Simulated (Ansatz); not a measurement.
# Pt wire along [110], 19 atoms a period: bands along the axis

Aim: is the Pt wire along [110], 19 atoms a period a metal or a semiconductor?

Calculated with Ansatz 0.2.0; DFT PBE, plane waves, PAW; relaxation of a wire's period; PAW set soft_1, in the first sound run; inputs show where later runs differ.

## (1) The structure

The cell holds 19 atoms: 19 Pt. Its edges and angles: a = 14.740 Å, b = 18.029 Å, c = 2.807 Å, α = 90.0°, β = 90.0°, γ = 90.0°. Vacuum lies along a and b. The structure's axis is c.

## (2) The relaxed wire

Band widths follow the bond lengths, so the wire is relaxed first. The atoms and the third cell vector are free; the box across stays fixed as vacuum. A Fermi-Dirac smearing is set since the result may be a metal. The pressure printed is a third of the stress's trace over the whole box, vacuum included; only the stress along the axis is relaxed.

The input, input.yaml:

```yaml
crystal:
  lattice:
    - [14.74, 0.0, 0.0]
    - [0.0, 18.029, 0.0]
    - [0.0, 0.0, 2.8072139213]
  atoms:
    - { symbol: Pt, position: [0.230664858, 0.655701468, 0.0] }
    - { symbol: Pt, position: [0.230664858, 0.499995998, 0.0] }
    - { symbol: Pt, position: [0.5, 0.655701468, 0.0] }
    - { symbol: Pt, position: [0.5, 0.499995998, 0.0] }
    - { symbol: Pt, position: [0.5, 0.811406938, 0.0] }
    - { symbol: Pt, position: [0.769335142, 0.655701468, 0.0] }
    - { symbol: Pt, position: [0.769335142, 0.499995998, 0.0] }
    - { symbol: Pt, position: [0.365332429, 0.266437792, 0.5] }
    - { symbol: Pt, position: [0.365332429, 0.422143263, 0.5] }
    - { symbol: Pt, position: [0.365332429, 0.577848733, 0.5] }
    - { symbol: Pt, position: [0.365332429, 0.733554203, 0.5] }
    - { symbol: Pt, position: [0.634667571, 0.266437792, 0.5] }
    - { symbol: Pt, position: [0.634667571, 0.422143263, 0.5] }
    - { symbol: Pt, position: [0.634667571, 0.577848733, 0.5] }
    - { symbol: Pt, position: [0.634667571, 0.733554203, 0.5] }
    - { symbol: Pt, position: [0.230664858, 0.344290528, 0.0] }
    - { symbol: Pt, position: [0.5, 0.344290528, 0.0] }
    - { symbol: Pt, position: [0.5, 0.188585057, 0.0] }
    - { symbol: Pt, position: [0.769335142, 0.344290528, 0.0] }
kpoints:
  mp_grid: { grid: [1, 1, 29] }
scf:
  occupations: { method: fermi_dirac, width: 0.05 }
hamiltonian:
  xc: pbe
  pseudopotentials: { kind: paw, azcp: { folder: soft_1 } }
relax:
  cell: { fix: [a, b, alpha, beta, gamma] }
  max_steps: 45
  f_tol: 0.03
```

The run is started by

```sh
$ ansatz run input.yaml --threads 4 --pin off --max-ram 16384MiB --backend cpu --events-out ev --progress --plain --runs-dir out
```

Numbers of over 12 decimals in the logs are rounded to 6 here.

Log:

```text
Engine: ansatz 0.2.0, aarch64-unknown-linux-gnu
Pseudopotentials: kind: paw
Pseudopotential: Pt, paw, valence charge 18, recommended cutoff 420 eV (normal), soft_1/Pt.paw.azcp
Functional definition: PBE
  parameter kappa = 0.804
  parameter beta = 0.066725
  exchange = pbe_x(kappa = kappa, mu = beta*pi^2/3)
  correlation = pbe_c(beta = beta)
Crystal: 19 atoms, lattice volume = 746.010 Å³
Basis set: ecut = 420 eV, 14621 PW (Γ), exchange–correlation on 200×250×40 points (8 copies of the dense FFT grid, shifted against one another)
Bands: 206, of which v1, the nominal top of the filled ones, is band 171 counted from 1 (170 counted from 0)
Symmetry: 8 space group operations
Space group: Pmmm (ITA 47), of the structure as read, at distance tolerance 9.1e-5 Å
k-points: 15 of 29
Non-local potential: Pt, projectors of the file, l = 0: 3, l = 1: 2, l = 2: 2, l = 3: 1
PAW form: soft (Blöchl's): semilocal exchange-correlation on the pseudo side does not see the compensation charge
PAW one-centre angular grid: Pt, 590 points (default); XC on 64 Gauss nodes
Initial density: superposition of atomic densities (neutral atoms: chi_scale 0, normalization atom)
Initial wavefunctions: pseudopotential atomic-orbital guess
Functional: x = pbe(κ = 0.804, μ = 0.219515), c = pbe(β = 0.066725)
SCF iter   1: F=—  HF=-237963.438180 eV  |F-HF|=—  |Δ(HF+E_count)|=         —  Δρ=5.57e-2  dr2=3.68e1  ethr=3.10e-3  ⟨swp⟩=6.4  Hψ=11026  notcnv=0  defer=173
preconditioner: auto → LDOS  [metal: Δε(μ)=0.013 eV  Ē_g=6.442 eV  σ=0.050 eV  W_gap=0.07  n_scr=152 (ndim 8)  ℏωp=18.7 eV  f_vac=0.512  D(μ)=38.65/eV (n_scr^D=368)  β→1.0]
SCF iter   2: F=—  HF=-237961.895356 eV  |F-HF|=—  |Δ(HF+E_count)|=    1.54e0  Δρ=4.15e-2  dr2=2.09e1  ethr=3.10e-3  ⟨swp⟩=3.0  Hψ=7907  notcnv=0  defer=274
SCF iter   3: F=—  HF=-237957.503265 eV  |F-HF|=—  |Δ(HF+E_count)|=    4.39e0  Δρ=1.30e-2  dr2=4.50e0  ethr=3.10e-3  ⟨swp⟩=2.0  Hψ=5979  notcnv=0  defer=307
SCF iter   4: F=—  HF=-237957.265317 eV  |F-HF|=—  |Δ(HF+E_count)|=   2.38e-1  Δρ=4.78e-3  dr2=9.34e-1  ethr=1.32e-3  ⟨swp⟩=2.0  Hψ=4788  notcnv=0  defer=292
SCF iter   5: F=—  HF=-237957.195474 eV  |F-HF|=—  |Δ(HF+E_count)|=   6.98e-2  Δρ=2.11e-3  dr2=9.01e-2  ethr=2.73e-4  ⟨swp⟩=2.0  Hψ=4409  notcnv=0  defer=292
SCF iter   6: F=—  HF=-237957.190280 eV  |F-HF|=—  |Δ(HF+E_count)|=   5.19e-3  Δρ=7.71e-4  dr2=8.67e-3  ethr=2.64e-5  ⟨swp⟩=2.0  Hψ=4357  notcnv=0  defer=292
SCF iter   7: F=—  HF=-237957.189865 eV  |F-HF|=—  |Δ(HF+E_count)|=   4.15e-4  Δρ=3.07e-4  dr2=1.31e-3  ethr=2.53e-6  ⟨swp⟩=2.1  Hψ=4376  notcnv=0  defer=281
SCF iter   8: F=—  HF=-237957.190141 eV  |F-HF|=—  |Δ(HF+E_count)|=   2.76e-4  Δρ=1.09e-4  dr2=3.17e-4  ethr=3.84e-7  ⟨swp⟩=2.1  Hψ=4165  notcnv=0  defer=281
SCF iter   9: F=—  HF=-237957.190114 eV  |F-HF|=—  |Δ(HF+E_count)|=   2.69e-5  Δρ=5.55e-5  dr2=6.09e-5  ethr=9.28e-8  ⟨swp⟩=2.1  Hψ=3407  notcnv=0  defer=281
SCF iter  10: F=—  HF=-237957.188186 eV  |F-HF|=—  |Δ(HF+E_count)|=   1.93e-3  Δρ=3.12e-5  dr2=1.99e-5  ethr=1.78e-8  ⟨swp⟩=1.9  Hψ=3373  notcnv=0  defer=281
SCF iter  11: F=—  HF=-237957.188186 eV  |F-HF|=—  |Δ(HF+E_count)|=   4.32e-7  Δρ=1.54e-5  dr2=5.18e-6  ethr=5.81e-9  ⟨swp⟩=1.2  Hψ=2947  notcnv=0  defer=281
SCF iter  12: F=—  HF=-237957.188186 eV  |F-HF|=—  |Δ(HF+E_count)|=   1.33e-7  Δρ=5.93e-6  dr2=8.54e-7  ethr=1.51e-9  ⟨swp⟩=1.7  Hψ=3011  notcnv=0  defer=281
SCF iter  13: F=—  HF=-237957.188186 eV  |F-HF|=—  |Δ(HF+E_count)|=  6.69e-10  Δρ=3.02e-6  dr2=1.52e-7  ethr=2.50e-10  ⟨swp⟩=2.0  Hψ=4075  notcnv=0  defer=281
SCF iter  14: F=-237957.188186 eV  HF=-237957.188186 eV  |F-HF|=2.68e-8  |Δ(HF+E_count)|=  5.53e-10  Δρ=1.39e-6  dr2=3.06e-8  ethr=2.92e-11  ⟨swp⟩=4.0  Hψ=9508  notcnv=0
SCF 1 converged in 14 iterations: F = -237957.188186 eV  dr2 = 3.06e-8
  greatest PAW one-centre occupation: 1.000 electrons in one spin orbital (limit 2), on the Pt atom at site 3 (counted from 0), in its partial waves of l = 0
relax step   1: F+E_penalty+E_count = -237957.18818593 eV  Δ(F+E_penalty+E_count) = +0.000e0 eV  max|allowed force component| = 1.080e0 eV/Å  Δτ_max = 0.0000 Å  P = -4.222 GPa  Ω = 746.010 Å³  fix = [a, b, alpha, beta, gamma]  reactions: a -3.004, b -3.191 GPa  (14 SCF iters, dr2 threshold 1.00e-7 eV, accepted)
Crystal: 19 atoms, lattice volume = 709.545 Å³
Basis set: ecut = 420 eV, 13933 PW (Γ), exchange–correlation on 200×250×40 points (8 copies of the dense FFT grid, shifted against one another)
Initial density: handed on by an earlier stage of this run
Initial wavefunctions: those handed on with the density
iter 1 solved again at ethr=5.03e-4 eV; its pass at ethr=3.10e-3 eV (dr2=1.72e0 eV) is discarded
SCF iter   1: F=—  HF=-237958.268024 eV  |F-HF|=—  |Δ(HF+E_count)|=         —  Δρ=1.38e-2  dr2=1.72e0  ethr=5.03e-4  ⟨swp⟩=3.5  Hψ=15702  notcnv=0
preconditioner: auto → LDOS  [metal: Δε(μ)=0.005 eV  Ē_g=7.143 eV  σ=0.050 eV  W_gap=0.02  n_scr=128 (ndim 8)  ℏωp=19.2 eV  f_vac=0.521  D(μ)=34.08/eV (n_scr^D=314)  β→1.0]
SCF iter   2: F=—  HF=-237958.154989 eV  |F-HF|=—  |Δ(HF+E_count)|=   1.13e-1  Δρ=7.00e-3  dr2=5.99e-1  ethr=5.03e-4  ⟨swp⟩=3.6  Hψ=5766  notcnv=0  defer=2
SCF iter   3: F=—  HF=-237958.065172 eV  |F-HF|=—  |Δ(HF+E_count)|=   8.98e-2  Δρ=3.08e-3  dr2=1.43e-1  ethr=1.75e-4  ⟨swp⟩=2.7  Hψ=5123  notcnv=0  defer=30
SCF iter   4: F=—  HF=-237958.051275 eV  |F-HF|=—  |Δ(HF+E_count)|=   1.39e-2  Δρ=1.38e-3  dr2=3.25e-2  ethr=4.17e-5  ⟨swp⟩=2.0  Hψ=4605  notcnv=0  defer=54
SCF iter   5: F=—  HF=-237958.048091 eV  |F-HF|=—  |Δ(HF+E_count)|=   3.18e-3  Δρ=4.96e-4  dr2=3.72e-3  ethr=9.52e-6  ⟨swp⟩=2.1  Hψ=4778  notcnv=0  defer=55
SCF iter   6: F=—  HF=-237958.047757 eV  |F-HF|=—  |Δ(HF+E_count)|=   3.34e-4  Δρ=1.52e-4  dr2=3.96e-4  ethr=1.09e-6  ⟨swp⟩=2.1  Hψ=4647  notcnv=0  defer=63
SCF iter   7: F=—  HF=-237958.045758 eV  |F-HF|=—  |Δ(HF+E_count)|=   2.00e-3  Δρ=6.77e-5  dr2=1.12e-4  ethr=1.16e-7  ⟨swp⟩=2.1  Hψ=4573  notcnv=0  defer=87
SCF iter   8: F=—  HF=-237958.045760 eV  |F-HF|=—  |Δ(HF+E_count)|=   2.10e-6  Δρ=3.23e-5  dr2=2.67e-5  ethr=3.28e-8  ⟨swp⟩=1.5  Hψ=3138  notcnv=0  defer=87
SCF iter   9: F=—  HF=-237958.045760 eV  |F-HF|=—  |Δ(HF+E_count)|=   2.71e-7  Δρ=1.28e-5  dr2=3.07e-6  ethr=7.81e-9  ⟨swp⟩=1.7  Hψ=3579  notcnv=0  defer=87
SCF iter  10: F=-237958.045760 eV  HF=-237958.045760 eV  |F-HF|=4.08e-7  |Δ(HF+E_count)|=   6.57e-8  Δρ=5.59e-6  dr2=4.87e-7  ethr=5.56e-10  ⟨swp⟩=4.1  Hψ=9251  notcnv=0
SCF 2 converged in 10 iterations: F = -237958.045760 eV  dr2 = 4.87e-7
[...]
relax step   5: F+E_penalty+E_count = -237958.34552085 eV  Δ(F+E_penalty+E_count) = +4.998e-4 eV  max|allowed force component| = 1.402e-1 eV/Å  Δτ_max = 0.0579 Å  P = +0.084 GPa  Ω = 716.197 Å³  energy of the carried Pulay correction = +5.381e-3 eV  fix = [a, b, alpha, beta, gamma]  (10 SCF iters, dr2 threshold 3.21e-7 eV, rejected (line search))
[...]
relax step   6: F+E_penalty+E_count = -237958.35175849 eV  Δ(F+E_penalty+E_count) = -5.738e-3 eV  max|allowed force component| = 4.586e-2 eV/Å  Δτ_max = 0.0290 Å  P = -0.029 GPa  Ω = 716.302 Å³  energy of the carried Pulay correction = +5.362e-3 eV  fix = [a, b, alpha, beta, gamma]  reactions: a +0.007, b -0.093 GPa  (13 SCF iters, accepted)
[...]
relax step   7: F+E_penalty+E_count = -237958.35346096 eV  Δ(F+E_penalty+E_count) = -1.702e-3 eV  max|allowed force component| = 1.914e-2 eV/Å  Δτ_max = 0.0230 Å  P = -0.017 GPa  Ω = 716.208 Å³  energy of the carried Pulay correction = +5.379e-3 eV  fix = [a, b, alpha, beta, gamma]  reactions: a -0.049, b +0.003 GPa  (9 SCF iters, dr2 threshold 1.31e-7 eV, accepted)
Initial wavefunctions: pseudopotential atomic-orbital guess (no wavefunctions were taken with the density)
iter 1 solved again at ethr=6.86e-7 eV; its pass at ethr=3.10e-3 eV (dr2=2.35e-3 eV) is discarded
SCF iter   1: F=—  HF=-237958.347335 eV  |F-HF|=—  |Δ(HF+E_count)|=         —  Δρ=1.01e-4  dr2=1.26e-5  ethr=6.86e-7  ⟨swp⟩=5.1  Hψ=22438  notcnv=0  defer=1
preconditioner: auto → LDOS  [metal: Δε(μ)=0.003 eV  Ē_g=6.975 eV  σ=0.050 eV  W_gap=0.01  n_scr=136 (ndim 8)  ℏωp=19.1 eV  f_vac=0.514  D(μ)=33.31/eV (n_scr^D=294)  β→1.0]
SCF iter   2: F=—  HF=-237958.346213 eV  |F-HF|=—  |Δ(HF+E_count)|=   1.12e-3  Δρ=2.81e-5  dr2=3.39e-6  ethr=3.68e-9  ⟨swp⟩=3.0  Hψ=7065  notcnv=0  defer=1
SCF iter   3: F=—  HF=-237958.346212 eV  |F-HF|=—  |Δ(HF+E_count)|=   1.04e-6  Δρ=8.48e-6  dr2=5.74e-7  ethr=9.90e-10  ⟨swp⟩=2.1  Hψ=5607  notcnv=0  defer=1
SCF iter   4: F=—  HF=-237958.346212 eV  |F-HF|=—  |Δ(HF+E_count)|=   1.36e-7  Δρ=2.18e-6  dr2=5.36e-8  ethr=1.68e-10  ⟨swp⟩=3.3  Hψ=6642  notcnv=0  defer=1
SCF iter   5: F=—  HF=-237958.346212 eV  |F-HF|=—  |Δ(HF+E_count)|=   6.87e-9  Δρ=7.53e-7  dr2=5.28e-9  ethr=1.57e-11  ⟨swp⟩=2.0  Hψ=4842  notcnv=0  defer=1
SCF iter   6: F=—  HF=-237958.346212 eV  |F-HF|=—  |Δ(HF+E_count)|=  4.07e-10  Δρ=3.92e-7  dr2=2.45e-9  ethr=1.54e-12  ⟨swp⟩=2.2  Hψ=4557  notcnv=0  defer=1
SCF iter   7: F=—  HF=-237958.346212 eV  |F-HF|=—  |Δ(HF+E_count)|=  5.82e-11  Δρ=2.06e-7  dr2=6.67e-10  ethr=1.00e-12  ⟨swp⟩=2.0  Hψ=4334  notcnv=0  defer=1
SCF iter   8: F=—  HF=-237958.346212 eV  |F-HF|=—  |Δ(HF+E_count)|=  1.46e-10  Δρ=1.02e-7  dr2=1.91e-10  ethr=1.00e-12  ⟨swp⟩=5.0  Hψ=9642  notcnv=0
SCF iter   9: F=-237958.346212 eV  HF=-237958.346212 eV  |F-HF|=1.46e-10  |Δ(HF+E_count)|=  4.07e-10  Δρ=3.20e-8  dr2=1.68e-11  ethr=1.00e-12  ⟨swp⟩=4.0  Hψ=8202  notcnv=0
SCF 8 converged in 9 iterations: F = -237958.346212 eV  dr2 = 1.68e-11
relax step   8: F+E_penalty+E_count = -237958.34621225 eV  Δ(F+E_penalty+E_count) = +7.249e-3 eV  max|allowed force component| = 1.921e-2 eV/Å  Δτ_max = 0.0000 Å  P = -0.007 GPa  Ω = 716.208 Å³  fix = [a, b, alpha, beta, gamma]  reactions: a -0.043, b +0.010 GPa  stress off target by 1.29e-2 GPa on what of the cell is left free  SCF on the basis re-selected at this cell (its energy is not comparable with the rows above)  (9 SCF iters)
basis re-selected at this cell: Δ(F+E_penalty+E_count) = +7.249e-3 eV, ΔP = +0.010 GPa vs the last step (what re-selecting the basis moved, of the pressure what is left beyond the Pulay correction that the steps carried, after the strain that the cell walked since its last selection, with what the two solves' SCF thresholds leave and, on support functions, any second-order correction that the steps lacked; it is no m [...]
SCF converged after 9 iterations
Free energy (F): -237958.346212 eV
Harris-Foulkes:  -237958.346212 eV  (|F-HF|=1.46e-10)
Internal energy: -237958.067982 eV  (E = F + TS)
E sigma→0 (E₀):  -237958.207097 eV
Entropy (-TS):   -0.278230 eV (-14.644 meV/atom)
Fermi energy:    5.978077 eV
--- Per-component energies (eV) ---
  E_band       = -8235.872073
  E_kinetic    = 11331.634595
  E_local      = -257432.658608  (includes V_loc(G=0)·N_el)
  E_nonlocal   = 3877.417975
  E_hartree    = 122580.100617
  E_xc         = -4398.410447
  E_vxc        = -5133.535612  (∫ρ·V_xc dr)
  E_paw        = -180196.020785  (= ΣΔE_a)
  E_vpaw       = -6038.954337  (= ΣTr[D̂ρ^β])
  E_aug_tail   = 0.021501  (compensation charges beyond the density's cutoff)
  E_ewald      = 66279.847169
  E_smearing   = -0.278230  (= −TS)
  E_closure    = 0.000000  (closes the sum)
  Σ components = -237958.346212   (vs F -237958.346212, Δ=0.00e0)
--- Forces (eV/Å), atoms counted from 1 ---
  atom   1  Pt     0.00770750    -0.01004372     0.00000000
  atom   2  Pt    -0.00181826     0.00000000     0.00000000
  atom   3  Pt     0.00000000    -0.01088137     0.00000000
  atom   4  Pt     0.00000000     0.00000000     0.00000000
  atom   5  Pt     0.00000000     0.01527321     0.00000000
  atom   6  Pt    -0.00770750    -0.01004372     0.00000000
  atom   7  Pt     0.00181826     0.00000000     0.00000000
  atom   8  Pt    -0.00096535    -0.00455858     0.00000000
  atom   9  Pt    -0.00674729     0.01920648     0.00000000
  atom  10  Pt    -0.00674729    -0.01920648     0.00000000
  atom  11  Pt    -0.00096535     0.00455858     0.00000000
  atom  12  Pt     0.00096535    -0.00455858     0.00000000
  atom  13  Pt     0.00674729     0.01920648     0.00000000
  atom  14  Pt     0.00674729    -0.01920648     0.00000000
  atom  15  Pt     0.00096535     0.00455858     0.00000000
  atom  16  Pt     0.00770750     0.01004372     0.00000000
  atom  17  Pt     0.00000000     0.01088137     0.00000000
  atom  18  Pt    -0.00000000    -0.01527321     0.00000000
  atom  19  Pt    -0.00770750     0.01004372     0.00000000
  max |Σ_I F_I| component: 8.67e-19 eV/Å
--- Stress (GPa, compression-positive) ---
       -0.042747       0.000000       0.000000
        0.000000       0.009808       0.000000
        0.000000       0.000000       0.012861
  P = ⅓ Tr σ = -0.0067 GPa (-0.067 kbar)
--- Relaxed structure (7 steps of the walk, 6 accepted, 1 SCFs on fresh bases) ---
  F+E_penalty+E_count = -237958.34621225 eV   max|allowed force component| = 1.921e-2 eV/Å   (the final SCF, on the basis selected at the relaxed cell)
  cell:  # Å, volume = 716.2084 Å³
    - [14.74, 0.0, 0.0]
    - [0.0, 18.029, 0.0]
    - [0.0, 0.0, 2.695071]
  atoms:
    - { symbol: Pt, position: [0.232119, 0.652510, 0.0] }
    - { symbol: Pt, position: [0.224696, 0.500000, 0.0] }
    - { symbol: Pt, position: [0.5, 0.650520, 0.0] }
    - { symbol: Pt, position: [0.5, 0.500000, 0.0] }
    - { symbol: Pt, position: [0.5, 0.796143, 0.0] }
    - { symbol: Pt, position: [0.767881, 0.652510, 0.0] }
    - { symbol: Pt, position: [0.775304, 0.500000, 0.0] }
    - { symbol: Pt, position: [0.356803, 0.264590, 0.500000] }
    - { symbol: Pt, position: [0.362294, 0.423934, 0.500000] }
    - { symbol: Pt, position: [0.362294, 0.576066, 0.500000] }
    - { symbol: Pt, position: [0.356803, 0.735410, 0.500000] }
    - { symbol: Pt, position: [0.643197, 0.264590, 0.500000] }
    - { symbol: Pt, position: [0.637706, 0.423934, 0.500000] }
    - { symbol: Pt, position: [0.637706, 0.576066, 0.500000] }
    - { symbol: Pt, position: [0.643197, 0.735410, 0.500000] }
    - { symbol: Pt, position: [0.232119, 0.347490, 0.0] }
    - { symbol: Pt, position: [0.5, 0.349480, 0.0] }
    - { symbol: Pt, position: [0.5, 0.203857, 0.0] }
    - { symbol: Pt, position: [0.767881, 0.347490, 0.0] }
```

The job ended after 9.2 min (4 threads of Arm Neoverse V1, shared host; peak memory 3.6 GiB).

[end of part 1 of 2]

[Logs are printed without paths, hosts, clocks, repeated set-up lines and the standing remarks that a program may print on its own settings, such as how far it seeks lower states.]

[Hosts, paths, dates, database ids (printed as entryN), source tags and the programs' standing remarks are cut or masked in the printed files.]
